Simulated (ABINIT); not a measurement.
# NbSi3 (Pm-3m): zone-centre phonons

Which modes does NbSi3 (Pm-3m) have at the zone centre?

Main program and level: ABINIT 10.8.3; DFT LDA, scalar-relativistic, plane waves, JTH PAW pseudopotentials.

Most raw output is cut from this account.

The structure was built from a prototype and need not be the compound's stable phase.

### 1. Starting point

Symmetry: Pm-3m, No. 221, cubic system. The conventional cell has a = 3.925 Å, b = 3.925 Å, c = 3.925 Å, α = 90.00°, β = 90.00°, γ = 90.00°. Nearest to Nb lie 12 Si at 2.78 Å. Nearest to Si lie 4 Nb at 2.78 Å and 8 Si at 2.78 Å. Farther neighbours are not listed.

### 2. A probe with smearing

A first run with smearing and empty bands tells whether the crystal has a gap, which decides between fixed occupations and smearing later on.

Contents of probe.abi:

```
# ground state
tolvrs 1.0d-08
prtden 1
prtwf 1

# basis, mesh and filling
ecut 18.0
pawecutdg 36.0
ngkpt 6 6 6
nshiftk 1
shiftk 0.0 0.0 0.0
istwfk *1
occopt 7
tsmear 0.005
nband 20
nstep 100
diemac 9.0
prtebands 0
prtgsr 0

# cell and atoms
acell 3*1.0 Angstrom
rprim 
    3.92527957 0.0 0.0
    0.0 3.92527957 0.0
    0.0 0.0 3.92527957
ntypat 2
znucl 41 14
natom 4
typat 1 2 2 2
xred 
    0.0 0.0 0.0
    0.0 0.5 0.5
    0.5 0.0 0.5
    0.5 0.5 0.0
pp_dirpath "./pseudo"
pseudos "Nb.xml, Si.xml"
```

The run is started by

```console
$ OMP_NUM_THREADS=1 mpirun -n 4 abinit probe.abi > probe.log
```

Wall time 7 s (4 MPI ranks of Arm Neoverse V2, shared host).

This step gave:

```yaml
volume_per_atom: 15.12 Å³
pressure: -9.155 GPa
gap_on_the_k_mesh: 0 eV
```

No gap opens on this mesh, so smearing is kept; the printed pressure holds the stress of the finite basis too.

### 3. Rough relaxation

The typed start is rough, so a first relaxation with smearing and loose thresholds takes it towards rest cheaply.

Contents of prerelax.abi:

```
# relaxation
ionmov 2
optcell 2
dilatmx 1.15
chkdilatmx 0
ntime 40
tolmxf 3.0d-04
tolvrs 1.0d-10
prtwf 0
prtden 0
chksymtnons 0

# basis, mesh and filling
ecut 20.0
ecutsm 3.0
pawecutdg 40.0
ngkpt 4 4 4
nshiftk 1
shiftk 0.0 0.0 0.0
istwfk *1
occopt 7
tsmear 0.005
nband 20
nstep 100
diemac 1000000.0
prtebands 0
prtgsr 0

# cell and atoms
acell 3*1.0 Angstrom
rprim 
    3.92527957 0.0 0.0
    0.0 3.92527957 0.0
    0.0 0.0 3.92527957
ntypat 2
znucl 41 14
natom 4
typat 1 2 2 2
xred 
    0.0 0.0 0.0
    0.0 0.5 0.5
    0.5 0.0 0.5
    0.5 0.5 0.0
pp_dirpath "./pseudo"
pseudos "Nb.xml, Si.xml"
```

The run is started by

```console
$ OMP_NUM_THREADS=1 mpirun -n 4 abinit prerelax.abi > prerelax.log
```

Run time: 26 s. Hardware: 4 MPI ranks.

Relaxation path:

```tsv
step	energy less that of the first step (eV)	largest force (eV/Å)	volume (Å³)
1	0.0000	0.0000	60.48
2	-0.0838	0.0000	58.74
3	-0.1288	0.0000	56.14
4	-0.1292	0.0000	56.38
```

```tsv
conventional cell, symmetrised	before	after	change
a (Å)	3.925	3.834	-2.3 %
b (Å)	3.925	3.834	-2.3 %
c (Å)	3.925	3.834	-2.3 %
volume (Å³/atom)	15.12	14.09	-6.8 %
```

Final coordinates:

```xyz
4
Lattice="3.8345 0.0000 0.0000 0.0000 3.8345 0.0000 0.0000 0.0000 3.8345" Properties=species:S:1:pos:R:3 pbc="T T T"
Nb    0.0000    0.0000    0.0000
Si    0.0000    1.9172    1.9172
Si    1.9172    0.0000    1.9172
Si    1.9172    1.9172    0.0000
```

Read from the output:

| Item | Value |
| --- | --- |
| volume per atom | 14.09 Å³ |
| pressure | -0.03419 GPa |

The volume changes by -6.8 % in this run and stands -6.8 % from the first cell.

### 4. Relaxing the cell and atoms

The harmonic expansion needs vanishing forces, and a free crystal bears no stress, so cell and atoms are brought to rest. Stress is more sensitive to the basis than forces are: the last 3 Ha under the cutoff are smoothed with ecutsm, and the cutoff is raised above that of the later runs.

Contents of relax.abi:

```
# relaxation
ionmov 2
optcell 2
dilatmx 1.08
ntime 40
tolmxf 1.0d-05
tolvrs 1.0d-14
prtwf 0
prtden 0
chksymtnons 0

# basis, mesh and filling
ecut 24.0
ecutsm 3.0
pawecutdg 48.0
ngkpt 8 8 8
nshiftk 1
shiftk 0.0 0.0 0.0
istwfk *1
occopt 3
tsmear 0.01
nband 20
nstep 100
diemac 1000000.0
prtebands 0
prtgsr 0

# cell and atoms
acell 3*1.0 Angstrom
rprim 
    3.83445455 0.0 0.0
    0.0 3.83445455 0.0
    0.0 0.0 3.83445455
ntypat 2
znucl 41 14
natom 4
typat 1 2 2 2
xred 
    0.0 0.0 0.0
    0.0 0.5 0.5
    0.5 0.0 0.5
    0.5 0.5 0.0
pp_dirpath "./pseudo"
pseudos "Nb.xml, Si.xml"
```

The run is started by

```console
$ OMP_NUM_THREADS=1 mpirun -n 4 abinit relax.abi > relax.log
```

Run time: 79 s. Hardware: 4 MPI ranks; 5.3 min of CPU time.

Relaxation path:

```tsv
step	energy less that of the first step (eV)	largest force (eV/Å)	volume (Å³)
1	0.0000	0.0000	56.38
2	-0.0004	0.0000	56.50
3	-0.0006	0.0000	56.66
```

```tsv
conventional cell, symmetrised	before	after	change
a (Å)	3.834	3.841	+0.2 %
b (Å)	3.834	3.841	+0.2 %
c (Å)	3.834	3.841	+0.2 %
volume (Å³/atom)	14.09	14.16	+0.5 %
```

Final coordinates:

```cif
data_structure
_symmetry_space_group_name_H-M 'P 1'
_symmetry_Int_Tables_number 1
_cell_length_a 3.8408
_cell_length_b 3.8408
_cell_length_c 3.8408
_cell_angle_alpha 90.000
_cell_angle_beta 90.000
_cell_angle_gamma 90.000
_cell_volume 56.66
loop_
_atom_site_label
_atom_site_type_symbol
_atom_site_fract_x
_atom_site_fract_y
_atom_site_fract_z
_atom_site_occupancy
Nb1 Nb 0.00000 0.00000 0.00000 1
Si2 Si 0.00000 0.50000 0.50000 1
Si3 Si 0.50000 0.00000 0.50000 1
Si4 Si 0.50000 0.50000 0.00000 1
```

This step gave:

| Quantity | Value |
| --- | --- |
| volume per atom | 14.16 Å³ |
| pressure | 0.002680 GPa |

The volume changes by +0.5 % in this run and stands -6.3 % from the first cell.

### 5. Ground state

First-order wavefunctions inherit every error of the ground state, hence the very tight tolvrs. Smearing stays on, as the first look found no gap above 0.3 eV.

Contents of gs.abi:

```
# ground state
tolvrs 1.0d-16
prtden 1
prtwf 1

# basis, mesh and filling
ecut 18.0
pawecutdg 36.0
ngkpt 8 8 8
nshiftk 1
shiftk 0.0 0.0 0.0
istwfk *1
occopt 3
tsmear 0.01
nband 20
nstep 100
diemac 1000000.0
prtebands 0
prtgsr 0

# cell and atoms
acell 3*1.0 Angstrom
rprim 
    3.840798114 0.0 0.0
    0.0 3.840798114 0.0
    0.0 0.0 3.840798114
ntypat 2
znucl 41 14
natom 4
typat 1 2 2 2
xred 
    0.0 0.0 0.0
    0.0 0.5 0.5
    0.5 0.0 0.5
    0.5 0.5 0.0
pp_dirpath "./pseudo"
pseudos "Nb.xml, Si.xml"
```

The run is started by

```console
$ OMP_NUM_THREADS=1 mpirun -n 4 abinit gs.abi > gs.log
```

Run time: 27 s. Hardware: 4 MPI ranks.

This step gave:

- pressure: -0.04145 GPa

The cell stands at -0.041 GPa, close enough for phonons.

### 6. Zone-centre response

At q = 0 one unit cell holds all displacements. The response is solved for single atoms along the cell's directions, and symmetry skips those that follow from others. The crystal is treated as a metal, which screens a static field, so no field response is asked.

Contents of dfpt_gamma.abi:

```

# common to the responses
getwfk_filepath "gso_WFK"
kptopt 2
nqpt 1
qpt 0.0 0.0 0.0
asr 0
chneut 0

# displacements
rfphon 1
rfatpol 1 4
rfdir 1 1 1
tolvrs 1.0d-10
prtwf 0

# basis, mesh and filling
ecut 18.0
pawecutdg 36.0
ngkpt 8 8 8
nshiftk 1
shiftk 0.0 0.0 0.0
istwfk *1
occopt 3
tsmear 0.01
nband 20
nstep 100
diemac 1000000.0
prtebands 0
prtgsr 0

# cell and atoms
acell 3*1.0 Angstrom
rprim 
    3.840798114 0.0 0.0
    0.0 3.840798114 0.0
    0.0 0.0 3.840798114
ntypat 2
znucl 41 14
natom 4
typat 1 2 2 2
xred 
    0.0 0.0 0.0
    0.0 0.5 0.5
    0.5 0.0 0.5
    0.5 0.5 0.0
pp_dirpath "./pseudo"
pseudos "Nb.xml, Si.xml"
```

The run is started by

```console
$ OMP_NUM_THREADS=1 mpirun -n 4 abinit dfpt_gamma.abi > dfpt_gamma.log
```

The job ended after 2.3 min (4 MPI ranks; 9.1 min of CPU time).

Read from the output:

| Property | Result |
| --- | --- |
| largest acoustic frequency at the zone centre before the sum rule | 3.58 cm⁻¹ |
| highest optical zone-centre mode (no LO-TO term) | 264.0 cm⁻¹ |
| lowest optical zone-centre mode | -78.34 cm⁻¹ |

The acoustic modes at Γ come out as far as 3.6 cm⁻¹ from zero, where they should vanish, a small numerical error. The lowest optical mode is imaginary, 78i cm⁻¹, an instability at this level and on this k mesh.

### 7. Modes with the sum rule

anaddb reads the merged derivatives and imposes the acoustic sum rule.

Contents of anaddb.abi:

```
ddb_filepath "gamma_DDB"
output_file "anaddb.abo"
outdata_prefix "anaddb"
asr 1
chneut 1
enunit 2
eivec 1
nph1l 1
qph1l 0.0 0.0 0.0 1.0
```

Contents of mrgddb.in:

```
gamma_DDB
merged
1
dfpt_gammao_DDB
```

The run is started by

```console
$ mrgddb < mrgddb.in > mrgddb.log
$ OMP_NUM_THREADS=1 anaddb anaddb.abi > anaddb.log
```

Run time: 0.5 s. Hardware: 1 thread.

Numbers from this step:

```
lowest optical zone-centre mode : -78.37 cm⁻¹
```

No LO-TO term; unit eigenvectors of the mass-weighted matrix, from anaddb's displacements. The modes at Γ (shares of kinetic energy by element, %) (negative means imaginary):

```tsv
mode	frequency (cm⁻¹)	symmetry	Nb %	Si %
1	-78.4	T1u	27	73
2	-78.4	T1u	27	73
3	-78.4	T1u	27	73
4	0.0	acoustic	52	48
5	0.0	acoustic	52	48
6	0.0	acoustic	52	48
7	230.3	T2u	0	100
8	230.3	T2u	0	100
9	230.3	T2u	0	100
10	264.0	T1u	20	80
11	264.0	T1u	20	80
12	264.0	T1u	20	80
```

Displacements in mode 1 (-78.4 cm⁻¹), the largest set to 1:
```
Nb1  0.00  0.00 -0.34
Si2  0.00  0.00  0.06
Si3  0.00  0.00  0.06
Si4  0.00  0.00  1.00
```

Displacements in mode 10 (264.0 cm⁻¹), the largest set to 1:
```
Nb1  0.00  0.00  0.42
Si2  0.00  0.00 -1.00
Si3  0.00  0.00 -1.00
Si4  0.00  0.00  0.60
```

The rule moves no optical mode by more than 0.1 cm⁻¹.

### 8. Outcome

```yaml
space_group_after_relaxation: Pm-3m
volume_per_atom: 14.2 Å³
highest_optical_zone_centre_mode_no_lo_to_term: 264.0 cm⁻¹
lowest_optical_zone_centre_mode: -78.4 cm⁻¹
imaginary_optical_modes_at_the_zone_centre_no_q_mesh_in_this_session: yes
```

At the LDA level the optical modes of NbSi3 (Pm-3m) at the zone centre run from 78i to 264 cm⁻¹, so the structure is a saddle point, with 3 modes beyond 10i cm⁻¹ there. These are harmonic frequencies: anharmonic shifts and widths and the lattice's thermal expansion are left out. The Fermi-Dirac smearing of 0.01 Ha is an electronic temperature of 3158 K, which adds a pressure of its own and can shift the volume and soft modes. In a metal the frequencies hang on the k mesh and the smearing, most of all near Kohn anomalies. The runs are without spin polarisation, although the cell has an odd electron count or an open d or f shell, so a magnetic state was not tested. The structure is a hypothetical one, built on a prototype.

[Host names and launcher messages were left out of these logs when they were recorded.]

[Logs are printed without paths, hosts, clocks, repeated set-up lines and the standing remarks that a program may print on its own settings, such as how far it seeks lower states.]

[Hosts, paths, dates, database ids (printed as entryN), source tags and the programs' standing remarks are cut or masked in the printed files.]
